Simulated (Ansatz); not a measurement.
## NaSe (Fm-3m): phonons and vibrational spectra

Aim: the vibrations of NaSe (Fm-3m), their spectra, and whether the structure is stable.

Calculated with Ansatz 0.2.0; DFT PBEsol, scalar-relativistic, plane waves, PAW; PAW set soft_1.

Most raw output is cut from this account.

## Step 1: Starting point

The structure is cubic, space group Fm-3m (No. 225). The conventional cell has a = 5.987 Å, b = 5.987 Å, c = 5.987 Å, α = 90.00°, β = 90.00°, γ = 90.00°. Na has 6 Se at 2.99 Å nearest. Se has 6 Na at 2.99 Å nearest. Farther neighbours and most contacts between anions are not listed.

## Step 2: A magnetic order at the starting cell, 2 atoms

Phonons depend on the magnetic state, so simple orders are compared first, at the starting cell. This run starts ferromagnetic.

Input file input.yaml:

```yaml
crystal:
  lattice:
    - [0.0, 2.993261, 2.993261]
    - [2.993261, 0.0, 2.993261]
    - [2.993261, 2.993261, 0.0]
  atoms:
    - { symbol: Na, position: [0.0, 0.0, 0.0] }
    - { symbol: Se, position: [0.5, 0.5, 0.5], spin: 1.0 }
kpoints:
  mp_grid: { grid: [8, 8, 8] }
hamiltonian:
  xc: pbesol
  pseudopotentials: { kind: paw, azcp: { folder: soft_1 }, xc_functional: pbe }
scf:
  occupations: { method: gaussian, width: 0.05 }
  max_iter: 100
output:
  forces: true
  stress: true
  eigenvalues: true
  populations: true
magnetization:
  spin_polarized: true
```

Command:

```
> ansatz run input.yaml --threads 4 --pin off --max-ram 10240MiB --backend cpu --events-out ev --progress --plain --runs-dir out
```

Wall time 1 s (4 threads of Intel Xeon Platinum 8375C at 2.90GHz (Ice Lake), shared host); peak memory 0.38 GiB; 3.3 s of CPU time.

Numbers from this step:

```yaml
magnetization: 0.9971 μB
absolute_magnetization: 1.002 μB
site_moments: 0.01718, 0.7512 μB
pressure: -1.186 GPa
volume_per_atom: 26.82 Å³
gap_on_the_k_mesh: 0 eV
```

The cell carries a net spin moment of 1.00 μB and an absolute one of 1.00 μB.

## Step 3: A magnetic order at the starting cell, 4 atoms

Phonons depend on the magnetic state, so simple orders are compared first, at the starting cell. This run starts antiferromagnetic, q = (0.5, 0.5, 0.5).

System of this step: NaSe (Fm-3m). The structure is cubic, space group Fm-3m (No. 225). The conventional cell has a = 5.987 Å, b = 5.987 Å, c = 5.987 Å, α = 90.00°, β = 90.00°, γ = 90.00°. Nearest to Na lie 6 Se at 2.99 Å. Nearest to Se lie 6 Na at 2.99 Å. Farther neighbours and most contacts between anions are not listed.

input.yaml, the sections that differ from step 2:

```yaml
crystal:
  lattice:
    - [2.993261, 0.0, -2.993261]
    - [2.993261, -2.993261, 0.0]
    - [-2.993261, -2.993261, -5.986522]
  atoms:
    - { symbol: Na, position: [0.0, 0.5, 0.5] }
    - { symbol: Na, position: [0.0, 0.0, 0.0] }
    - { symbol: Se, position: [0.5, 0.25, 0.75], spin: -1.0 }
    - { symbol: Se, position: [0.5, 0.75, 0.25], spin: 1.0 }
kpoints:
  mp_grid: { grid: [9, 9, 9] }
# hamiltonian, scf, output, magnetization: as in step 2
```

Wall time 6.3 s (4 threads); peak memory 0.7 GiB; 24 s of CPU time.

The cell carries a net spin moment of 0.00 μB and an absolute one of 1.17 μB, so the moments cancel.

## Step 4: A magnetic order at the starting cell, 4 atoms (run 2)

Phonons depend on the magnetic state, so simple orders are compared first, at the starting cell. This run starts antiferromagnetic, q = (0.5, 0.5, 0).

input.yaml, the sections that differ from step 3:

```yaml
crystal:
  lattice:
    - [2.993261, -2.993261, 0.0]
    - [-2.993261, -2.993261, 0.0]
    - [0.0, 0.0, -5.986522]
  atoms:
    - { symbol: Na, position: [0.5, 0.5, 0.5] }
    - { symbol: Na, position: [0.0, 0.0, 0.0] }
    - { symbol: Se, position: [0.5, 0.5, 0.0], spin: -1.0 }
    - { symbol: Se, position: [0.0, 0.0, 0.5], spin: 1.0 }
kpoints:
  mp_grid: { grid: [8, 8, 6] }
# hamiltonian, scf, output, magnetization: as in step 3
```

Elapsed: 9.3 s, on 4 threads; peak memory 0.65 GiB; 35 s of CPU time.

The cell carries a net spin moment of 0.00 μB and an absolute one of 0.89 μB, so the moments cancel.

## Step 5: The orders compared

An antiferromagnetic start is carried into the relaxation if it ends more than 3 meV per atom below the ferromagnetic start.

Numbers from this step:

```
start carried on : ferromagnetic
```

Orders, by row:

```tsv
starting order	atoms	energy from the first start (meV/atom)	largest moment (μB)	gap on mesh (eV)	net moment of the cell (μB)	order kept
ferromagnetic	2	0	0.75	0	1	yes
antiferromagnetic, q = (0.5, 0.5, 0.5)	4	16.6	0.43	0	0	yes
antiferromagnetic, q = (0.5, 0.5, 0)	4	15.9	0.32	0	0	yes
```

The start carried on is the ferromagnetic one.

## Step 6: Relaxation

Harmonic phonons are second derivatives at a point where the forces vanish, and they are wanted at zero stress, so atoms and cell are relaxed first.

System of this step: NaSe (Fm-3m). The structure is cubic, space group Fm-3m (No. 225). Conventional cell: a = 5.987 Å, b = 5.987 Å, c = 5.987 Å, α = 90.00°, β = 90.00°, γ = 90.00°. Na has 6 Se at 2.99 Å nearest. Nearest to Se lie 6 Na at 2.99 Å. Farther neighbours and most contacts between anions are not listed.

input.yaml, the sections that differ from step 4:

```yaml
crystal:
  lattice:
    - [0.0, 2.993261, 2.993261]
    - [2.993261, 0.0, 2.993261]
    - [2.993261, 2.993261, 0.0]
  atoms:
    - { symbol: Na, position: [0.0, 0.0, 0.0] }
    - { symbol: Se, position: [0.5, 0.5, 0.5], spin: 0.81 }
kpoints:
  mp_grid: { grid: [12, 12, 12] }
scf:
  occupations: { method: gaussian, width: 0.1 }
relax:
  adjacent_minimum: "off"
  f_tol: 0.005
  max_steps: 80
  cell: { stress_tol: 0.05 }
# hamiltonian, output, magnetization: as in step 4
```

Run time: 7.9 s. Hardware: 4 threads; peak memory 0.49 GiB.

Relaxation path:

```tsv
step	energy less that of the first step (eV)	largest force component (eV/Å)	pressure (GPa)	volume (Å³)
1	0.0000	0.0000	-1.19	53.64
2	-0.0096	0.0000	-0.55	51.89
3	-0.0120	0.0000	0.05	50.47
4	-0.0120	0.0000	0.00	50.59
5*	-0.0119	0.0000	0.00	50.59
```

Relaxation steps marked * repeat the geometry before them on a plane-wave basis chosen anew for their cell, so energy and pressure can jump there.

Forces are held to the 48 operations that the run works with; a distortion that breaks them can't arise in this run.

```tsv
conventional cell, symmetrised	before	after	change
a (Å)	5.987	5.871	-1.9 %
b (Å)	5.987	5.871	-1.9 %
c (Å)	5.987	5.871	-1.9 %
volume (Å³/atom)	26.82	25.29	-5.7 %
```

The relaxed structure:

```cif
data_structure
_symmetry_space_group_name_H-M 'P 1'
_symmetry_Int_Tables_number 1
_cell_length_a 4.1513
_cell_length_b 4.1513
_cell_length_c 4.1513
_cell_angle_alpha 60.000
_cell_angle_beta 60.000
_cell_angle_gamma 60.000
_cell_volume 50.59
loop_
_atom_site_label
_atom_site_type_symbol
_atom_site_fract_x
_atom_site_fract_y
_atom_site_fract_z
_atom_site_occupancy
Na1 Na 0.00000 0.00000 0.00000 1
Se2 Se 0.50000 0.50000 0.50000 1
```

Numbers from this step:

- magnetization: 0.9450 μB
- absolute magnetization: 0.9499 μB
- site moments: 0.01812, 0.6985 μB
- pressure: -2.75e-4 GPa
- volume per atom: 25.29 Å³

In this step the volume went from 26.82 to 25.29 Å³/atom.

## Step 7: Relaxing to small forces for the phonons

Phonons need a cell at rest on their own settings, so the relaxation is repeated with tight tolerances on forces and stress, using the mesh and the filling of the phonon run that follows.

input.yaml, the sections that differ from step 6:

```yaml
crystal:
  lattice:
    - [0.0, 2.9354450209, 2.9354450209]
    - [2.9354450209, 0.0, 2.9354450209]
    - [2.9354450209, 2.9354450209, 0.0]
  atoms:
    - { symbol: Na, position: [0.0, 0.0, 0.0] }
    - { symbol: Se, position: [0.5, 0.5, 0.5], spin: 0.77 }
scf:
  occupations: { method: gaussian, width: 0.15 }
relax:
  adjacent_minimum: "off"
  f_tol: 0.001
  max_steps: 60
  cell: { stress_tol: 0.01 }
# kpoints, hamiltonian, output, magnetization: as in step 6
```

Elapsed: 4.8 s, on 4 threads; peak memory 0.47 GiB; 17 s of CPU time.

Little changed from the start: no atom moved by 0.005 Å and no cell edge by 0.1 %.

Numbers from this step:

```yaml
magnetization: 0.9142 μB
absolute_magnetization: 0.9188 μB
site_moments: 0.01768, 0.6748 μB
pressure: -0.005863 GPa
volume_per_atom: 25.28 Å³
```

The forces vanish by symmetry and the pressure is -0.006 GPa, within the tolerances set. The cell now holds 25.28 Å³/atom.

## Step 8: Zone-centre response

The zone centre comes first: it holds the modes that light can see, as far as symmetry allows. No field response is asked, since the mesh shows no gap.

input.yaml, the sections that differ from step 7:

```yaml
crystal:
  lattice:
    - [0.0, 2.9350370986, 2.9350370986]
    - [2.9350370986, 0.0, 2.9350370986]
    - [2.9350370986, 2.9350370986, 0.0]
  atoms:
    - { symbol: Na, position: [0.0, 0.0, 0.0] }
    - { symbol: Se, position: [0.5, 0.5, 0.5], spin: 0.74 }
output:
  eigenvalues: true
  populations: true
phonons:
  method: dfpt
# kpoints, hamiltonian, scf, magnetization: as in step 7
# relax: removed
```

Run time: 15 s. Hardware: 4 threads; peak memory 0.92 GiB.

This step gave:

```yaml
sum_rule_residual_before_enforcement: 5.22e-5 eV/Å²
point_group: m-3m
highest_optical_mode_at_the_zone_centre_no_lo_to_term: 171.1 cm⁻¹
lowest_optical_zone_centre_mode: 171.1 cm⁻¹
```

Patterns of degenerate modes are one choice out of their space. Modes at Γ, with each element's share of the kinetic energy:

```tsv
mode	frequency (cm⁻¹)	symmetry	Na %	Se %
1	0.0	acoustic	23	77
2	0.0	acoustic	23	77
3	0.0	acoustic	23	77
4	171.1	T1u	77	23
5	171.1	T1u	77	23
6	171.1	T1u	77	23
```

Displacements in mode 6 (171.1 cm⁻¹), the largest set to 1:
```
Na1  0.00  0.03  1.00
Se2  0.00 -0.01 -0.29
```

Before it was imposed, the acoustic sum rule was missed by 5.2e-5 eV/Å². Small misses are needed for a sound result but don't prove that mesh and cutoff are converged. The lowest optical mode is real, 171 cm⁻¹.

## Step 9: Response at finite wavevector

Stability and thermal properties need the whole zone. Linear response on a 4×4×4 q mesh gives force constants as far as a supercell of that size would.

input.yaml: that of step 8 with these lines changed.

```diff
@@ -22 +22,8 @@
   method: dfpt
+  qmesh: [4, 4, 4]
+  temperatures: { t_max: 1000, t_step: 50 }
+  qpath:
+    path:
+      - [[0.0, 0.0, 0.0], [0.5, 0.0, 0.5], [0.625, 0.25, 0.625]]
+      - [[0.375, 0.375, 0.75], [0.0, 0.0, 0.0], [0.5, 0.5, 0.5], [0.5, 0.25, 0.75], [0.5, 0.0, 0.5]]
+    npoints: 10
```

Wall time 6.4 min (4 threads); peak memory 5.7 GiB; 25 min of CPU time.

This step gave:

- sum-rule residual before enforcement: 5.48e-5 eV/Å²
- lowest frequency on the path: -54.83 cm⁻¹
- highest frequency on the path or at a solved wavevector: 183.3 cm⁻¹
- lowest mode on the q mesh (acoustic modes at Γ apart): -54.48 cm⁻¹

Frequencies (cm⁻¹) solved at each irreducible wavevector; negative means imaginary. Frequencies by wavevector, by row:

```tsv
q in reciprocal lattice units	star	mode 1	mode 2	mode 3	mode 4	mode 5	mode 6
0 0 0	1	0	0	0	171.1	171.1	171.1
0 0 0.25	8	41.9	45.5	45.5	159.4	160.5	160.5
0 0 -0.5	4	72.7	72.7	75	145.6	145.6	146
0 0.25 0.25	6	-39.2	-39.2	65.9	149.4	173.9	173.9
0 0.25 -0.5	24	-34	28.6	37.4	162.7	164.8	170
0 0.25 -0.25	12	-54.5	67.8	68.1	146.1	147.5	177
0 -0.5 -0.5	3	-32.1	-32.1	-30.2	176.2	176.2	183.3
0.25 -0.5 -0.25	6	-45.2	-45.2	44.8	147.3	179.6	179.6
```

Interpolated from a 4×4×4 q mesh. Phonon branches along the path, in cm⁻¹:

```tsv
point	branch 1	branch 2	branch 3	branch 4	branch 5	branch 6
Γ	0	0	0	171	171	171
halfway	-39	-39	66	149	174	174
X	-32	-32	-30	176	176	183
halfway	-36	-32	-25	173	173	183
U	-46	-14	26	164	166	181
jump to K	-46	-14	26	164	166	181
halfway	-49	66	67	149	150	175
Γ	0	0	0	171	171	171
halfway	42	46	46	159	160	160
L	73	73	75	146	146	146
halfway	-27	33	63	146	166	168
W	-45	-45	45	147	180	180
halfway	-39	-38	12	164	177	182
X	-32	-32	-30	176	176	183
```

The phonon density of states has structure finer than the step of the table below, so its rows give means over 10 cm⁻¹, whole bins alone (the curve runs from -55 to 183 cm⁻¹). Peaks (cm⁻¹: height): -41.0: 0.0536, 69.0: 0.0571, 147.0: 0.148, 175.0: 0.125.

Tetrahedra on a 20×20×20 mesh, mean over bins of 2 cm-1. Interpolated from a 4×4×4 q mesh. Phonon density of states against wavenumber; means over each step:

```tsv
wavenumber (cm⁻¹)	phonon density of states (1/cm⁻¹/cell)
-50	0.0214
-40	0.0475
-30	0.0274
-20	0.0134
-10	0.00940
0	0.00867
10	0.00904
20	0.0116
30	0.0174
40	0.0248
50	0.0327
60	0.0390
70	0.0375
80	3.9e-5
90	0
100	0
110	0
120	0
130	0
140	4.3e-4
150	0.0899
160	0.0650
170	0.0962
```

The partial phonon density of states has structure finer than the step of the table below, so its rows give means over 10 cm⁻¹, whole bins alone (the curve runs from -64.5 to 199 cm⁻¹). Peaks (cm⁻¹: height): Na 149.0: 0.100, 173.8: 0.0930; Se -39.7: 0.0429, 53.0: 0.0369, 69.6: 0.0481, 173.8: 0.0219.

Phonopy on the run's constants, 17x17x17 mesh, Gaussian sigma 2.0 cm-1. Interpolated from a 4×4×4 q mesh. The partial phonon density of states by wavenumber; means over each step; values in 1/cm⁻¹/cell:

```tsv
wavenumber (cm⁻¹)	Na	Se
-50	0.00436	0.0187
-40	0.00877	0.0384
-30	0.00545	0.0242
-20	0.00256	0.0118
-10	0.00155	0.00734
0	3.2e-4	0.00172
10	0.00116	0.00571
20	0.00200	0.0106
30	0.00279	0.0169
40	0.00294	0.0216
50	0.00289	0.0308
60	0.00201	0.0353
70	7.2e-4	0.0376
80	5.0e-6	0.00115
90	0	0
100	0	0
110	0	0
120	0	0
130	0	0
140	0.00826	7.2e-5
150	0.0789	0.00324
160	0.0569	0.00805
170	0.0763	0.0168
180	0.0416	0.00939
190	4.7e-4	9.7e-5
```

Second derivatives of the energy by pair, one row for each kind of neighbour of each atom listed. Each entry sums the pair over the periodic images of the supercell that the q mesh stands for, and in a polar crystal it holds the long-range dipole part too. Force constants by pair, by row:

```tsv
atom	neighbour	distance (Å)	third of the trace (eV/Å²)	along the pair's line (eV/Å²)
Na1	itself	0	1.957	–
Na1	Se	2.935	-0.313	-1.031
Na1	Na	4.151	-0.0157	-0.0293
Na1	Se	5.084	0.0023	0.008
Na1	Na	5.87	0.0262	0.0674
Na1	Se	6.563	-0.0021	-0.0175
Na1	Na	7.189	3.00e-4	-2.00e-4
Se2	itself	0	1.342	–
Se2	Na	2.935	-0.313	-1.031
Se2	Se	4.151	0.0419	0.0327
Se2	Na	5.084	0.0023	0.008
Se2	Se	5.87	5.00e-4	0.0154
Se2	Na	6.563	-0.0021	-0.0175
Se2	Se	7.189	-0.0083	-0.0222
```

Symmetry leaves 8 wavevectors to solve. The lowest mode among them, the acoustic zeros apart, lies at q = (0, 0.25, -0.25) and is imaginary, 54.5i cm⁻¹, so the energy falls along it.

## Step 10: Isotope substitution

An isotope changes the mass and not the force constants, so no new electronic calculation is needed; the shifts show which modes move this element.

The same force constants with the mass of Se changed from 78.971 to 81.917 u (phonopy, no LO-TO term). Both lists are sorted by frequency; levels can cross, so a row need not hold one and the same mode. Modes under 3 cm⁻¹ are left out. Isotope shifts, by row:

```tsv
q	rank	natural mass (cm⁻¹)	changed mass (cm⁻¹)
0 0 0	4	171.1	170.4
0 0 0	5	171.1	170.4
0 0 0	6	171.1	170.4
0 0 0.25	1	41.94	41.28
0 0 0.25	2	45.49	44.79
0 0 0.25	3	45.49	44.79
0 0 0.25	4	159.4	159
0 0 0.25	5	160.5	160.1
0 0 0.25	6	160.5	160.1
0 0 -0.5	1	72.68	71.36
0 0 -0.5	2	72.68	71.36
0 0 -0.5	3	75.02	73.66
0 0 -0.5	4	145.6	145.6
0 0 -0.5	5	145.6	145.6
0 0 -0.5	6	146	146
0 0.25 0.25	1	-39.21	-38.64
0 0.25 0.25	2	-39.21	-38.64
0 0.25 0.25	3	65.93	64.75
0 0.25 0.25	4	149.4	149.4
0 0.25 0.25	5	173.9	173.2
0 0.25 0.25	6	173.9	173.2
```

A mode of this element alone would shift by -1.81 %. The highest zone-centre frequency without the field goes from 171.1 to 170.4 cm⁻¹ (-0.4 %). The product of the frequency ratios over all optical modes at Γ is 0.988; the product rule, (m/m′)^(3k/2) (M′/M)^(3/2) with k = 1 such atoms and M the mass of the cell, gives 0.988.

## Step 11: What came out

```yaml
space_group_after_relaxation_within_0p01_a: Fm-3m
volume_per_atom: 25.3 Å³
electronic_character: no gap on this mesh
highest_optical_mode_at_the_zone_centre_no_lo_to_term: 171 cm⁻¹
lowest_optical_zone_centre_mode: 171 cm⁻¹
lowest_mode_on_the_q_mesh_acoustic_modes_at_gamma_apart: -54.5 cm⁻¹
highest_frequency_on_the_path_or_at_a_solved_wavevector: 183 cm⁻¹
imaginary_modes_on_the_4x4x4_q_mesh: yes
net_magnetic_moment_of_the_cell_as_run: 0.914 μB
```

What this shows: Modes are clearly imaginary (beyond 10i cm⁻¹) at 5 of the 8 irreducible wavevectors, most at q = (0, 0.25, -0.25) (54.5i cm⁻¹), so this structure is not a minimum of the energy. The optical modes at Γ form one degenerate level at 171 cm⁻¹. The highest mode in this list at Γ, 171.1 cm⁻¹, is mostly motion of Na (77 % of the kinetic energy). The magnetic state is the one that the run reached from its starting moments; a lower one was not ruled out. With no gap, or one that is small against the smearing, the frequencies hang on the k mesh and the smearing, most of all near Kohn anomalies. The PAW files were made for PBE and serve the other functionals too. These are harmonic frequencies at zero temperature: anharmonic shifts, linewidths and thermal expansion are left out.

[Logs are printed without paths, hosts, clocks, repeated set-up lines and the standing remarks that a program may print on its own settings, such as how far it seeks lower states.]

[Hosts, paths, dates, database ids (printed as entryN), source tags and the programs' standing remarks are cut or masked in the printed files.]
